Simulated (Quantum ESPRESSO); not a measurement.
**BP (F-43m): phonon deformation potentials, worked out**

How far does biaxial strain in the (001) plane shift the zone-centre optical mode of BP (F-43m)?

Method: DFT PBE, scalar-relativistic, plane waves, GBRV ultrasoft pseudopotentials, in Quantum ESPRESSO 7.5.

### Step 1. Set-up

It takes space group F-43m (No. 216, cubic). The conventional cell has a = 4.546 Å, b = 4.546 Å, c = 4.546 Å, α = 90.00°, β = 90.00°, γ = 90.00°. Nearest to B lie 4 P at 1.97 Å. Nearest to P lie 4 B at 1.97 Å. Farther neighbours are not listed.

This is the cell after its relaxation at this level of theory, not the database cell from which that began.

### Step 2. Uniaxial strain

The relaxed cell is stretched along z alone. This keeps all atoms on sites fixed by symmetry and splits the threefold mode into a singlet, polarised along z, and a doublet. The macroscopic field is left out, so these are transverse modes. Cutoff 50 Ry, k mesh 12×12×12.

From the response at ε_zz = 0.01:

Log:

```text
[banners, grids, parts of the stress and lines that vanish by symmetry left out]
Program PHONON v.7.5
     Reading xml data from directory:

[...]
Exchange-correlation= PBE
                           (   1   4   3   4   0   0   0)
[...]
kinetic-energy cut-off    =      50.0000  Ry
     charge density cut-off    =     400.0000  Ry
     convergence threshold     =      1.0E-18
[...]
Exchange-correlation= PBE
                           (   1   4   3   4   0   0   0)
[...]
q = (   0.0000000   0.0000000   0.0000000 )
      9 Sym.Ops. (with q -> -q+G )
     G cutoff =  377.6437  (  21723 G-vectors)     FFT grid: ( 40, 40, 40)
     G cutoff =  188.8219  (   7703 G-vectors)  smooth grid: ( 27, 27, 27)
     number of k points=   163
[...]
Mode symmetry, D_2d (-42m) point group:
[...]
Representation #   1 mode #   1
[...]
End of self-consistent calculation
     Convergence has been achieved
     Representation #   2 mode #   2
[...]
End of self-consistent calculation
     Convergence has been achieved
     Representation #   3 modes #   3   4
[...]
End of self-consistent calculation
     Convergence has been achieved
     Representation #   4 modes #   5   6
[...]
End of self-consistent calculation
     Convergence has been achieved
[...]
q = (    0.000000000   0.000000000   0.000000000 )
[...]
freq (    1) =      -0.046618 [THz] =      -1.555002 [cm-1]
     freq (    2) =      -0.036004 [THz] =      -1.200973 [cm-1]
     freq (    3) =      -0.036004 [THz] =      -1.200973 [cm-1]
     freq (    4) =      23.721151 [THz] =     791.252415 [cm-1]
     freq (    5) =      23.756606 [THz] =     792.435068 [cm-1]
     freq (    6) =      23.756606 [THz] =     792.435068 [cm-1]
[...]
Mode symmetry, D_2d (-42m) point group:
     freq (   1-   1) =         -1.6  [cm-1]   --> B_2  X_3  W_2   I+R
     freq (   2-   3) =         -1.2  [cm-1]   --> E    X_5  W_3   I+R
     freq (   4-   4) =        791.3  [cm-1]   --> B_2  X_3  W_2   I+R
     freq (   5-   6) =        792.4  [cm-1]   --> E    X_5  W_3   I+R

   JOB DONE.
```

```tsv
ε_zz	singlet (cm⁻¹)	doublet (cm⁻¹)	σ_zz (GPa)	σ_xx (GPa)
-0.01	808.65	807.81	-3.458	-0.789
-0.005	804.42	803.95	-1.731	-0.396
0	800.10	800.10	-0.022	-0.022
0.005	795.72	796.27	1.668	0.333
0.01	791.25	792.44	3.340	0.670
```

Stress is counted positive in tension.

### Step 3. The fit

To first order ω² − ω₀² = p ε_zz + q (ε_xx + ε_yy) for the mode along z, and likewise for x and y. With ε_zz alone the singlet gives p and the doublet q.

The linear terms of parabolas through ω² are p = -2.17 ω₀² and q = -1.92 ω₀², with ω₀ = 800.1 cm⁻¹. Those of the stresses are C11 = 340 GPa and C12 = 73 GPa. Under hydrostatic strain p and q imply γ = −(p + 2q)/(6 ω₀²) = 1.00.

A layer held to an in-plane strain ε and free along z takes ε_zz = −2 (C12/C11) ε = -0.429 ε. To first order the singlet then shifts by (q − p C12/C11) ε / ω₀ = -1164 ε cm⁻¹. For ε = 0.006, ε_zz = -0.00258, the formulas for ω² predict 793.09 cm⁻¹ for the singlet and 792.21 cm⁻¹ for the doublet.

### Step 4. A biaxially strained cell

This run was no part of the fit.

Log:

```text
[banners, grids, parts of the stress and lines that vanish by symmetry left out]
[banner, memory and clock lines left out]
Program PHONON v.7.5

[...]
Exchange-correlation= PBE
                           (   1   4   3   4   0   0   0)
[...]
kinetic-energy cut-off    =      50.0000  Ry
     charge density cut-off    =     400.0000  Ry
     convergence threshold     =      1.0E-18
[...]
Exchange-correlation= PBE
                           (   1   4   3   4   0   0   0)
[...]
q = (   0.0000000   0.0000000   0.0000000 )
      9 Sym.Ops. (with q -> -q+G )
     G cutoff =  375.1728  (  21723 G-vectors)     FFT grid: ( 40, 40, 40)
     G cutoff =  187.5864  (   7679 G-vectors)  smooth grid: ( 27, 27, 27)
     number of k points=   163
[...]
Mode symmetry, D_2d (-42m) point group:
[...]
Representation #   1 mode #   1
[...]
End of self-consistent calculation
     Convergence has been achieved
     Representation #   2 mode #   2
[...]
End of self-consistent calculation
     Convergence has been achieved
     Representation #   3 modes #   3   4
[...]
End of self-consistent calculation
     Convergence has been achieved
     Representation #   4 modes #   5   6
[...]
End of self-consistent calculation
     Convergence has been achieved
[...]
q = (    0.000000000   0.000000000   0.000000000 )
[...]
freq (    1) =      -0.038444 [THz] =      -1.282360 [cm-1]
     freq (    2) =      -0.038444 [THz] =      -1.282360 [cm-1]
     freq (    3) =      -0.032305 [THz] =      -1.077589 [cm-1]
     freq (    4) =      23.749166 [THz] =     792.186891 [cm-1]
     freq (    5) =      23.749166 [THz] =     792.186891 [cm-1]
     freq (    6) =      23.779407 [THz] =     793.195634 [cm-1]
[...]
Mode symmetry, D_2d (-42m) point group:
     freq (   1-   2) =         -1.3  [cm-1]   --> E    X_5  W_3   I+R
     freq (   3-   3) =         -1.1  [cm-1]   --> B_2  X_3  W_2   I+R
     freq (   4-   5) =        792.2  [cm-1]   --> E    X_5  W_3   I+R
     freq (   6-   6) =        793.2  [cm-1]   --> B_2  X_3  W_2   I+R
```

```tsv
mode	predicted (cm⁻¹)	run (cm⁻¹)
singlet	793.09	793.20
doublet	792.21	792.19
```

The stress along z is -0.025 GPa and that in the plane 2.218 GPa; the unstrained cell carries -0.022 GPa.

### Step 5. Outcome

| Property | Result |
| --- | --- |
| p (in units of the squared frequency) | -2.174 |
| q (same units) | -1.921 |
| shift of the singlet per unit of biaxial strain | -1164 cm⁻¹ |
| C11 and C12 | 340 and 73 GPa |

What this shows: To first order, one per cent of tensile biaxial strain moves the singlet of BP (F-43m) by -11.6 cm⁻¹ and the doublet by -13.1 cm⁻¹; the formulas miss the test run by up to 0.11 cm⁻¹. In backscattering from (001) the mode polarised along z is the one seen in diamond and zinc-blende crystals; in a polar crystal it is the LO mode, whose potentials differ somewhat from these. The third potential, r, needs shear strain and a relaxation of the atoms, which was not run. These are harmonic values at zero temperature.

[Host names and launcher messages were left out of these logs when they were recorded.]

[Logs are printed without paths, hosts, clocks, repeated set-up lines and the standing remarks that a program may print on its own settings, such as how far it seeks lower states.]

[Hosts, paths, dates, database ids (printed as entryN), source tags and the programs' standing remarks are cut or masked in the printed files.]
